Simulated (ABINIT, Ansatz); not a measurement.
# MgS (Niningerite): zone-centre phonons, part 2 of 3

Aim: the zone-centre modes of MgS (Niningerite).

ABINIT 10.8.3; DFT LDA, scalar-relativistic, plane waves, PseudoDojo norm-conserving pseudopotentials.

So far. Step 3 (Self-consistent run for the response): The cell stands at -0.55 GPa: the relaxation ran with a smoothed and higher cutoff and on another k mesh. Step 5 (Linear response at Γ): The acoustic modes at Γ come out as far as 5.5 cm⁻¹ from zero, where they should vanish, a small numerical error; the Born charges miss their sum rule by 3.8e-4 e, which is good. The relaxed cell has a = 5.132 Å (conventional setting).

## (6) Zone-centre analysis

anaddb reads the merged derivatives, imposes the acoustic sum rule and charge neutrality, and adds the LO-TO term along chosen directions.

anaddb.abi reads:

```
ddb_filepath "gamma_DDB"
output_file "anaddb.abo"
outdata_prefix "anaddb"
asr 1
chneut 1
enunit 2
eivec 1
nph1l 1
qph1l 0.0 0.0 0.0 1.0
dieflag 1
nph2l 3
qph2l 
    1.0 0.0 0.0 0.0
    0.0 0.0 1.0 0.0
    1.0 1.0 1.0 0.0
```

mrgddb.in reads:

```
gamma_DDB
merged
2
dfpt_gammao_DS2_DDB
gso_DDB
```

Started as:

```console
$ mrgddb < mrgddb.in > mrgddb.log
$ OMP_NUM_THREADS=1 anaddb anaddb.abi > anaddb.log
```

anaddb.abo, the main output file:

```text
[banners, grids, parts of the stress and lines that vanish by symmetry left out]
-outvars_anaddb: echo values of input variables ----------------------

 Flags :
[...]
Dielectric Tensor and Effective Charges
[...]
Effective charge tensors after
[...]
Phonon wavevector (reduced coordinates) :  0.00000  0.00000  0.00000
 Phonon energies in Hartree :
[...]
Phonon energies in meV     :
-  0.000000E+00  0.000000E+00  0.000000E+00  3.118470E+01  3.118470E+01
-  3.118470E+01
 Phonon frequencies in cm-1    :
-  0.000000E+00  0.000000E+00  0.000000E+00  2.515216E+02  2.515216E+02
-  2.515216E+02
 Phonon frequencies in Thz     :
-  0.000000E+00  0.000000E+00  0.000000E+00  7.540427E+00  7.540427E+00
-  7.540427E+00
 Phonon energies in Kelvin  :
-  0.000000E+00  0.000000E+00  0.000000E+00  3.618834E+02  3.618834E+02
-  3.618834E+02
[...]
-  1  0.00000000E+00  0.00000000E+00  3.11955360E-03
-     0.00000000E+00  0.00000000E+00  0.00000000E+00
-  2  0.00000000E+00  0.00000000E+00  3.11954890E-03
-     0.00000000E+00  0.00000000E+00  0.00000000E+00
[...]
-  1  0.00000000E+00 -3.11955360E-03  0.00000000E+00
-     0.00000000E+00  0.00000000E+00  0.00000000E+00
-  2  0.00000000E+00 -3.11954890E-03  0.00000000E+00
-     0.00000000E+00  0.00000000E+00  0.00000000E+00
[...]
-  1  3.11955360E-03  0.00000000E+00  0.00000000E+00
-     0.00000000E+00  0.00000000E+00  0.00000000E+00
-  2  3.11954890E-03  0.00000000E+00  0.00000000E+00
-     0.00000000E+00  0.00000000E+00  0.00000000E+00
[...]
-  1  1.85596607E-07  0.00000000E+00 -3.58316146E-03
-     0.00000000E+00  0.00000000E+00  0.00000000E+00
-  2 -1.40676490E-07  0.00000000E+00  2.71592561E-03
-     0.00000000E+00  0.00000000E+00  0.00000000E+00
[...]
-  1  1.90254447E-07 -3.58316146E-03  0.00000000E+00
-     0.00000000E+00  0.00000000E+00  0.00000000E+00
-  2 -1.44206989E-07  2.71592561E-03  0.00000000E+00
-     0.00000000E+00  0.00000000E+00  0.00000000E+00
[...]
-  1  3.58316145E-03  1.90258078E-07  1.85592885E-07
-     0.00000000E+00  0.00000000E+00  0.00000000E+00
-  2 -2.71592560E-03 -1.44209741E-07 -1.40673669E-07
-     0.00000000E+00  0.00000000E+00  0.00000000E+00
[...]
-     1         -0.000000     0.000000     0.000002     0.000002
-     2          0.000000    -0.000002     0.000000     0.000002
-     3          0.000002     0.000000    -0.000000     0.000002
-     4          0.000167    -0.000063    -3.225747     3.225747
-     5          0.000171    -3.225747     0.000063     3.225747
-     6          3.225747     0.000171     0.000167     3.225747
[...]
-   1     Real    0.0000E+00  0.0000E+00  0.0000E+00  0.0000E+00  0.0000E+00  0.0000E+00  0.0000E+00
[...]
-   2     Real    0.0000E+00  0.0000E+00  0.0000E+00  0.0000E+00  0.0000E+00  0.0000E+00  0.0000E+00
[...]
-   3     Real    0.0000E+00  0.0000E+00  0.0000E+00  0.0000E+00  0.0000E+00  0.0000E+00  0.0000E+00
[...]
-   4     Real    5.6435E-13  8.0472E-14  2.1035E-04 -2.1311E-13 -1.0895E-08  4.1143E-09  2.1035E-04
[...]
-   5     Real    5.9303E-13  2.1035E-04  8.0495E-14 -1.1169E-08  2.1849E-13 -4.1149E-09  2.1035E-04
[...]
-   6     Real    2.1035E-04  5.9305E-13  5.6433E-13  1.1169E-08  1.0895E-08  5.7851E-13  2.1035E-04
[...]
Phonon at Gamma, with non-analyticity in the
[...]
Phonon energies in Hartree :
[...]
Phonon energies in meV     :
-  0.000000E+00  0.000000E+00  0.000000E+00  3.118470E+01  3.118470E+01
-  5.005697E+01
 Phonon frequencies in cm-1    :
-  0.000000E+00  0.000000E+00  0.000000E+00  2.515216E+02  2.515216E+02
-  4.037367E+02
 Phonon frequencies in Thz     :
-  0.000000E+00  0.000000E+00  0.000000E+00  7.540427E+00  7.540427E+00
-  1.210372E+01
 Phonon energies in Kelvin  :
-  0.000000E+00  0.000000E+00  0.000000E+00  3.618834E+02  3.618834E+02
-  5.808870E+02
[...]
-  1  0.00000000E+00  0.00000000E+00  3.11955360E-03
-     0.00000000E+00  0.00000000E+00  0.00000000E+00
-  2  0.00000000E+00  0.00000000E+00  3.11954890E-03
-     0.00000000E+00  0.00000000E+00  0.00000000E+00
[...]
Phonon at Gamma, with non-analyticity in the
[...]
Phonon energies in Hartree :
[...]
Phonon energies in meV     :
-  0.000000E+00  0.000000E+00  0.000000E+00  3.118470E+01  3.118470E+01
-  5.005697E+01
 Phonon frequencies in cm-1    :
-  0.000000E+00  0.000000E+00  0.000000E+00  2.515216E+02  2.515216E+02
-  4.037367E+02
 Phonon frequencies in Thz     :
-  0.000000E+00  0.000000E+00  0.000000E+00  7.540427E+00  7.540427E+00
-  1.210372E+01
 Phonon energies in Kelvin  :
-  0.000000E+00  0.000000E+00  0.000000E+00  3.618834E+02  3.618834E+02
-  5.808870E+02
[...]
Phonon at Gamma, with non-analyticity in the
[...]
Phonon energies in Hartree :
[...]
Phonon energies in meV     :
-  0.000000E+00  0.000000E+00  0.000000E+00  3.118470E+01  3.118470E+01
-  5.005697E+01
 Phonon frequencies in cm-1    :
-  0.000000E+00  0.000000E+00  0.000000E+00  2.515216E+02  2.515216E+02
-  4.037367E+02
 Phonon frequencies in Thz     :
-  0.000000E+00  0.000000E+00  0.000000E+00  7.540427E+00  7.540427E+00
-  1.210372E+01
 Phonon energies in Kelvin  :
-  0.000000E+00  0.000000E+00  0.000000E+00  3.618834E+02  3.618834E+02
-  5.808870E+02
[...]
-  1  9.13977259E-05 -3.10854794E-03 -2.45330581E-04
-     0.00000000E+00  0.00000000E+00  0.00000000E+00
-  2  9.13965853E-05 -3.10854426E-03 -2.45331214E-04
-     0.00000000E+00  0.00000000E+00  0.00000000E+00
[...]
-  1  3.11766839E-03  8.65067753E-05  6.53551325E-05
-     0.00000000E+00  0.00000000E+00  0.00000000E+00
-  2  3.11766470E-03  8.65076500E-05  6.53560390E-05
-     0.00000000E+00  0.00000000E+00  0.00000000E+00
[...]
-  1  4.93614312E-04  2.25054779E-03 -2.74416210E-03
-     0.00000000E+00  0.00000000E+00  0.00000000E+00
-  2 -3.74144388E-04 -1.70584565E-03  2.07999003E-03
-     0.00000000E+00  0.00000000E+00  0.00000000E+00
[...]
-  1  2.88369710E-03 -1.86933108E-03 -1.01436602E-03
-     0.00000000E+00  0.00000000E+00  0.00000000E+00
-  2 -2.18575325E-03  1.41689517E-03  7.68858079E-04
-     0.00000000E+00  0.00000000E+00  0.00000000E+00
[...]
Direction                     Dielectric constant
[...]
0.00000   0.00000   1.00000     14.42731591
   1.00000   1.00000   1.00000     14.42731591
-
```

Run time: 0.56 s. Hardware: 1 thread of Arm Neoverse V2, shared host.

Read from the output:

```
highest optical zone-centre mode (no LO-TO term) : 251.5 cm⁻¹
lowest optical zone-centre mode                  : 251.5 cm⁻¹
mean static dielectric constant                  : 14.43
highest mode moved by the LO-TO term             : 403.7 cm⁻¹
```

No LO-TO term; unit eigenvectors of the mass-weighted matrix, from anaddb's displacements. Modes at Γ, with each element's share of the kinetic energy:

```tsv
mode	frequency (cm⁻¹)	symmetry	Mg %	S %
1	0.0	acoustic	43	57
2	0.0	acoustic	43	57
3	0.0	acoustic	43	57
4	251.5	T1u	57	43
5	251.5	T1u	57	43
6	251.5	T1u	57	43
```

Displacements in mode 4 (251.5 cm⁻¹), the largest set to 1:
```
Mg1  0.00  0.00 -1.00
S2   0.00  0.00  0.76
```

Trace of the oscillator strength, degenerate modes summed. Lines of the infrared spectrum (strongest = 100):

```tsv
position (cm⁻¹)	lines merged	IR intensity, relative
252	3	100
```

Static dielectric tensor (ions relaxed, fixed cell):

```
14.43  0.00  0.00
 0.00 14.43  0.00
 0.00  0.00 14.43
```

The rule moves no optical mode by more than 0.1 cm⁻¹.

## (7) Sum rules set otherwise (asr 0)

Without the rule the raw error of the acoustic modes shows.

Edit anaddb.abi of step 6 so:

```diff
@@ -3,4 +3,4 @@
 outdata_prefix "anaddb"
-asr 1
-chneut 1
+asr 0
+chneut 0
 enunit 2
```

mrgddb.in is that of step 6.

anaddb.abo, the main output file:

```text
[banners, grids, parts of the stress and lines that vanish by symmetry left out]
-outvars_anaddb: echo values of input variables ----------------------

 Flags :
[...]
Dielectric Tensor and Effective Charges
[...]
Effective charge tensors after
[...]
Phonon wavevector (reduced coordinates) :  0.00000  0.00000  0.00000
 Phonon energies in Hartree :
[...]
Phonon energies in meV     :
-  6.868439E-01  6.868439E-01  6.868439E-01  3.119467E+01  3.119467E+01
-  3.119467E+01
 Phonon frequencies in cm-1    :
-  5.539770E+00  5.539770E+00  5.539770E+00  2.516020E+02  2.516020E+02
-  2.516020E+02
 Phonon frequencies in Thz     :
-  1.660781E-01  1.660781E-01  1.660781E-01  7.542839E+00  7.542839E+00
-  7.542839E+00
 Phonon energies in Kelvin  :
-  7.970492E+00  7.970492E+00  7.970492E+00  3.619992E+02  3.619992E+02
-  3.619992E+02
[...]
-  1  1.25378991E-07 -3.05667861E-07  3.11756603E-03
-     0.00000000E+00  0.00000000E+00  0.00000000E+00
-  2  1.25519289E-07 -3.06009898E-07  3.12105454E-03
-     0.00000000E+00  0.00000000E+00  0.00000000E+00
[...]
-  1  2.55841490E-07  3.11756602E-03  3.05657571E-07
-     0.00000000E+00  0.00000000E+00  0.00000000E+00
-  2  2.56127773E-07  3.12105453E-03  3.05999597E-07
-     0.00000000E+00  0.00000000E+00  0.00000000E+00
[...]
-  1  3.11756603E-03 -2.55829196E-07 -1.25404075E-07
-     0.00000000E+00  0.00000000E+00  0.00000000E+00
-  2  3.12105454E-03 -2.56115465E-07 -1.25544400E-07
-     0.00000000E+00  0.00000000E+00  0.00000000E+00
[...]
-  1  0.00000000E+00  0.00000000E+00 -3.58489089E-03
-     0.00000000E+00  0.00000000E+00  0.00000000E+00
-  2  0.00000000E+00  0.00000000E+00  2.71419522E-03
-     0.00000000E+00  0.00000000E+00  0.00000000E+00
[...]
-  1  2.43888037E-07 -3.58489088E-03  0.00000000E+00
-     0.00000000E+00  0.00000000E+00  0.00000000E+00
-  2 -1.84652690E-07  2.71419521E-03  0.00000000E+00
-     0.00000000E+00  0.00000000E+00  0.00000000E+00
[...]
-  1  3.58489088E-03  2.43889425E-07  0.00000000E+00
-     0.00000000E+00  0.00000000E+00  0.00000000E+00
-  2 -2.71419521E-03 -1.84653741E-07  0.00000000E+00
-     0.00000000E+00  0.00000000E+00  0.00000000E+00
[...]
-     1         -0.000000     0.000000    -0.001554     0.001554
-     2         -0.000000    -0.001554    -0.000000     0.001554
-     3         -0.001554     0.000000     0.000000     0.001554
-     4          0.000058    -0.000069    -3.225543     3.225543
-     5          0.000219    -3.225543     0.000069     3.225543
-     6          3.225543     0.000219     0.000058     3.225543
[...]
-   1     Real    0.0000E+00  0.0000E+00  4.7004E-11  0.0000E+00  0.0000E+00  0.0000E+00  4.7004E-11
[...]
-   2     Real    0.0000E+00  4.7004E-11  0.0000E+00  0.0000E+00  0.0000E+00  0.0000E+00  4.7004E-11
[...]
-   3     Real    4.7004E-11  0.0000E+00  0.0000E+00  0.0000E+00  0.0000E+00  0.0000E+00  4.7004E-11
[...]
-   4     Real    6.9072E-14  9.6107E-14  2.1035E-04 -8.1475E-14 -3.8118E-09  4.4963E-09  2.1035E-04
[...]
-   5     Real    9.7360E-13  2.1035E-04  9.6118E-14 -1.4311E-08  3.0591E-13 -4.4965E-09  2.1035E-04
[...]
-   6     Real    2.1035E-04  9.7361E-13  6.9061E-14  1.4311E-08  3.8114E-09  2.5930E-13  2.1035E-04
[...]
Phonon at Gamma, with non-analyticity in the
[...]
Phonon energies in Hartree :
[...]
Phonon energies in meV     :
-  6.868439E-01  6.868439E-01  6.869407E-01  3.119467E+01  3.119467E+01
-  5.006353E+01
 Phonon frequencies in cm-1    :
-  5.539770E+00  5.539770E+00  5.540550E+00  2.516020E+02  2.516020E+02
-  4.037896E+02
 Phonon frequencies in Thz     :
-  1.660781E-01  1.660781E-01  1.661015E-01  7.542839E+00  7.542839E+00
-  1.210531E+01
 Phonon energies in Kelvin  :
-  7.970492E+00  7.970492E+00  7.971616E+00  3.619992E+02  3.619992E+02
-  5.809631E+02
[...]
-  1  0.00000000E+00  3.05538555E-07 -3.11756603E-03
-     0.00000000E+00  0.00000000E+00  0.00000000E+00
-  2  0.00000000E+00  3.05880448E-07 -3.12105454E-03
-     0.00000000E+00  0.00000000E+00  0.00000000E+00
[...]
Phonon at Gamma, with non-analyticity in the
[...]
Phonon energies in Hartree :
[...]
Phonon energies in meV     :
-  6.868439E-01  6.868439E-01  6.869407E-01  3.119467E+01  3.119467E+01
-  5.006353E+01
 Phonon frequencies in cm-1    :
-  5.539770E+00  5.539770E+00  5.540550E+00  2.516020E+02  2.516020E+02
-  4.037896E+02
 Phonon frequencies in Thz     :
-  1.660781E-01  1.660781E-01  1.661015E-01  7.542839E+00  7.542839E+00
-  1.210531E+01
 Phonon energies in Kelvin  :
-  7.970492E+00  7.970492E+00  7.971616E+00  3.619992E+02  3.619992E+02
-  5.809631E+02
[...]
Phonon at Gamma, with non-analyticity in the
[...]
Phonon energies in Hartree :
[...]
Phonon energies in meV     :
-  6.868439E-01  6.868439E-01  6.869407E-01  3.119467E+01  3.119467E+01
-  5.006353E+01
 Phonon frequencies in cm-1    :
-  5.539770E+00  5.539770E+00  5.540550E+00  2.516020E+02  2.516020E+02
-  4.037896E+02
 Phonon frequencies in Thz     :
-  1.660781E-01  1.660781E-01  1.661015E-01  7.542839E+00  7.542839E+00
-  1.210531E+01
 Phonon energies in Kelvin  :
-  7.970492E+00  7.970492E+00  7.971616E+00  3.619992E+02  3.619992E+02
-  5.809631E+02
[...]
-  1  2.52675897E-03 -1.53009802E-03 -9.96748323E-04
-     0.00000000E+00  0.00000000E+00  0.00000000E+00
-  2  2.52958639E-03 -1.53181016E-03 -9.97863652E-04
-     0.00000000E+00  0.00000000E+00  0.00000000E+00
[...]
-  1  1.80056892E-03  1.80051393E-03  1.80049560E-03
-     0.00000000E+00  0.00000000E+00  0.00000000E+00
-  2  1.80153119E-03  1.80147614E-03  1.80145780E-03
-     0.00000000E+00  0.00000000E+00  0.00000000E+00
[...]
-  1  4.93895198E-04  2.25160638E-03 -2.74550158E-03
-     0.00000000E+00  0.00000000E+00  0.00000000E+00
-  2 -3.73938295E-04 -1.70473788E-03  2.07867617E-03
-     0.00000000E+00  0.00000000E+00  0.00000000E+00
[...]
-  1  2.88508163E-03 -1.87026660E-03 -1.01481502E-03
-     0.00000000E+00  0.00000000E+00  0.00000000E+00
-  2 -2.18435512E-03  1.41601762E-03  7.68337496E-04
-     0.00000000E+00  0.00000000E+00  0.00000000E+00
[...]
Direction                     Dielectric constant
[...]
0.00000   0.00000   1.00000     14.42186867
   1.00000   1.00000   1.00000     14.42186867
-
```

It took 0.51 s on 1 thread.

Numbers from this step:

* highest optical zone-centre mode (no LO-TO term): 251.6 cm⁻¹
* lowest optical zone-centre mode: 251.6 cm⁻¹
* mean static dielectric constant: 14.42

Zone-centre frequencies as printed; negative means imaginary. Modes:

```tsv
mode	frequency (cm⁻¹)
1	5.54
2	5.54
3	5.54
4	251.6
5	251.6
6	251.6
```

[end of part 2 of 3]

[Host names and launcher messages were left out of these logs when they were recorded.]

[Logs are printed without paths, hosts, clocks, repeated set-up lines and the standing remarks that a program may print on its own settings, such as how far it seeks lower states.]

[Hosts, paths, dates, database ids (printed as entryN), source tags and the programs' standing remarks are cut or masked in the printed files.]
